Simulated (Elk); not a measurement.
# Polar Kerr effect of CaGd2, part 2 of 2

Aim: the polar Kerr rotation of CaGd2 from the optical conductivity tensor.

Elk 11.2.3 (patched build); PBE with U = 6.70 eV, J = 0.70 eV on Gd f; all-electron APW+lo, Dirac cores, scalar-relativistic bands with second-variational spin-orbit coupling.

So far. Step 2 (Ground state with spin–orbit coupling): After 31 cycles the largest moment stands at 7.27 μB.

The structure was built from a prototype and need not be the compound's stable phase.

### 4. Optics with a broadening of 0.11 eV (continued)

Intraband term included. Table of optical conductivity by photon energy:

```
photon energy (eV)  Re sigma xx (S/cm)  Im sigma xx (S/cm)  Re sigma xy (S/cm)  Im sigma xy (S/cm)  Re sigma zz (S/cm)  Im sigma zz (S/cm)
               0.0               13687                   0                 439                   0               10441                   0
               0.5                4702                1988                 173                 119                4043                1595
               1.0                4410                1701                 130                 141                4226                 850
               1.5                3728                1895                8.37                 102                3377                 972
               2.0                3784                1566              -0.685                 141                4236                 836
               2.5                4231                1798               -66.3                84.9                4073                1794
               3.0                3639                2797               -51.1                18.9                3223                1948
               3.5                2455                3192               -3.18                19.4                3700                2087
               4.0                2156                2691                5.33                40.6                3072                2321
               4.5                1487                2400               -49.7                28.1                2732                2439
               5.0                1285                1668               -41.6                12.1                2191                2699
               5.5                1483                1076               -45.9               -15.9                1411                2306
               6.0                2020                 975               -10.6               -28.9                1515                1772
               6.5                2320                1808                15.9               -20.6                1335                1618
               7.0                2280                1597                11.3                28.7                1562                1332
               7.5                1764                1861                10.6               -2.13                1449                1598
               8.0                1527                1628                32.2                7.57                1501                1213
```

### 5. Optics with a broadening of 0.30 eV

The broadening stands for the lifetime of the excited states; it lowers and widens the peaks.

Contents of elk.in:

```
tasks
  121
  122

xctype
  20

rgkmax
  7.0

nempty
  14

swidth
  0.011

reducebf
  0.6

epsengy
  1e-05

maxscl
  100

lmaxi
  3

vkloff
  0.500000 0.500000 0.500000

spinpol
  .true.

spinorb
  .true.

cmagz
  .true.

intraband
  .true.

sppath
  './'

avec
  -3.56550879578 3.56550879578 13.20646251579
  3.56550879578 -3.56550879578 13.20646251579
  3.56550879578 3.56550879578 -13.20646251579

atoms
  2
  'Gd.in'
  2
  0.6606032100 0.6606032100 0.0000000000   0.000000 0.000000 -0.000375
  0.3393967900 0.3393967900 0.0000000000   0.000000 0.000000 -0.000375
  'Ca.in'
  1
  0.0000000000 0.0000000000 0.0000000000   0.000000 0.000000 0.000000

ngridk
  9 9 9

dft+u
  1 1
  1 3 0.246220 0.025725

wplot
  240 100 0
  0.00000 0.30000

optcomp
  1 1
  1 2
  3 3
```

Started as:

```console
$ OMP_NUM_THREADS=4 elk
```

The log of the run:

```text
┌─────────────────────────────────┐
│ Elk code version 11.2.3 started │
└─────────────────────────────────┘

Info(readinput): the functional depends on the density's gradient
 muffin-tin radial points multiplied by    2.00000
 (not where nrmtscf is given)

┌────────────────────┐
│ Current task : 121 │
└────────────────────┘

Info(dielectric):
 dielectric tensor written to EPSILON_ij.OUT
 optical conductivity written to SIGMA_ij.OUT
 plasma frequency written to PLASMA_ij.OUT
 for components
  i = 1, j = 1
  i = 1, j = 2
  i = 3, j = 3

┌────────────────────┐
│ Current task : 122 │
└────────────────────┘

Warning(chksvso): spin-orbit splittings by the second variation are low [figures from our tests cut]: local-orbitals by j (lorbdm 7 and 8, zora) mend levels alone

Warning(chktold): momentum elements lack the commutator of DFT+U or exact exchange

Info(dielectric):
 dielectric tensor written to EPSILON_ij.OUT
 optical conductivity written to SIGMA_ij.OUT
 plasma frequency written to PLASMA_ij.OUT
 for components
  i = 1, j = 1
  i = 1, j = 2

Info(moke):
 complex Kerr angle in degrees written to KERR.OUT

┌──────────────────┐
│ Elk code stopped │
└──────────────────┘
```

It took 32 s on 4 threads of Arm Neoverse V1, shared host; peak memory 0.07 GiB; 2.1 min of CPU time.

Intraband term included. The polar Kerr angle by photon energy; values in degrees:

```
photon energy (eV)  rotation  ellipticity
               0.0         0            0
               0.5    -0.142        0.125
               1.0    -0.264        0.115
               1.5    -0.304       0.0273
               2.0    -0.351      -0.0759
               2.5    -0.236       -0.174
               3.0    -0.117       -0.122
               3.5    -0.119      0.00960
               4.0    -0.265       0.0890
               4.5    -0.459       -0.144
               5.0    -0.328       -0.455
               5.5     0.199       -0.520
               6.0     0.331      -0.0153
               6.5     0.165        0.209
               7.0    -0.129        0.219
               7.5   -0.0488        0.177
               8.0    -0.145        0.365
```

### 6. Another try

A slip in the input shows what the program catches and what it lets pass.

Contents of elk.in:

```
tasks
  0

xctype
  20

rgkmax
  7.0

nempty
  14

swidth
  0.005

reducebf
  0.6

epsengy
  1e-05

maxscl
  50

lmaxi
  3

vkloff
  0.500000 0.500000 0.500000

spinpol
  .true.

spinorb
  .true.

cmagz
  .true.

sppath
  './'

avec
  -3.56550879578 3.56550879578 13.20646251579
  3.56550879578 -3.56550879578 13.20646251579
  3.56550879578 3.56550879578 -13.20646251579

atoms
  3
  'Gd.in'
  2
  0.6606032100 0.6606032100 0.0000000000   0.000000 0.000000 -0.375000
  0.3393967900 0.3393967900 0.0000000000   0.000000 0.000000 -0.375000
  'Ca.in'
  1
  0.0000000000 0.0000000000 0.0000000000   0.000000 0.000000 0.000000

ngridk
  6 6 6

dft+u
  1 1
  1 3 0.246220 0.025725
```

Started as:

```console
$ OMP_NUM_THREADS=4 elk
```

The log of the run:

```text
Fortran runtime error: End of file

	at <dir>
	at <dir>

┌─────────────────────────────────┐
│ Elk code version 11.2.3 started │
└─────────────────────────────────┘
```

Elapsed: 0.07 s, on 4 threads; peak memory 0.06 GiB.

The program refused the input before any cycle.

The fault put into the input: a wrong number of species.

The count under atoms must match the blocks that follow.

### 7. The strongest peak

The largest local extreme of the rotation above 0.5 eV, for majority spin along +z:

```
broadening (eV)  energy (eV)  rotation (°)  ellipticity (°)  rotation at 1.96 eV (°)
           0.11         5.65         0.822           -0.434                   -0.476
           0.30         4.46        -0.461           -0.116                   -0.353
```

### 8. Outcome

```
net spin moment             : 15.6 μB a cell
strongest peak above 0.5 eV : 0.82° at 5.6 eV
rotation at 1.96 eV         : -0.48°
```

In words: Above 0.5 eV the rotation peaks at 5.65 eV, with 0.82° for majority spin along +z at a broadening of 0.11 eV. The run's majority spin points along +z; the magnetisation points the other way, and the angle changes sign with it. The intraband term is included. Which peak is strongest changes with the broadening. These are independent-particle spectra on a 9×9×9 mesh, not shown converged. The f shell is half filled, so the spin-only picture is fair.

[Logs and program files are shortened in this print: banners, set-up blocks, solver, clock and traceback lines can be left out without a mark of their own.]

[Logs are printed without paths, hosts, clocks, repeated set-up lines and the standing remarks that a program may print on its own settings, such as how far it seeks lower states.]

[Hosts, paths, dates, database ids (printed as entryN), source tags and the programs' standing remarks are cut or masked in the printed files.]

[Where a cell is said to come from a database of computed structures, the database is the Materials Project.]
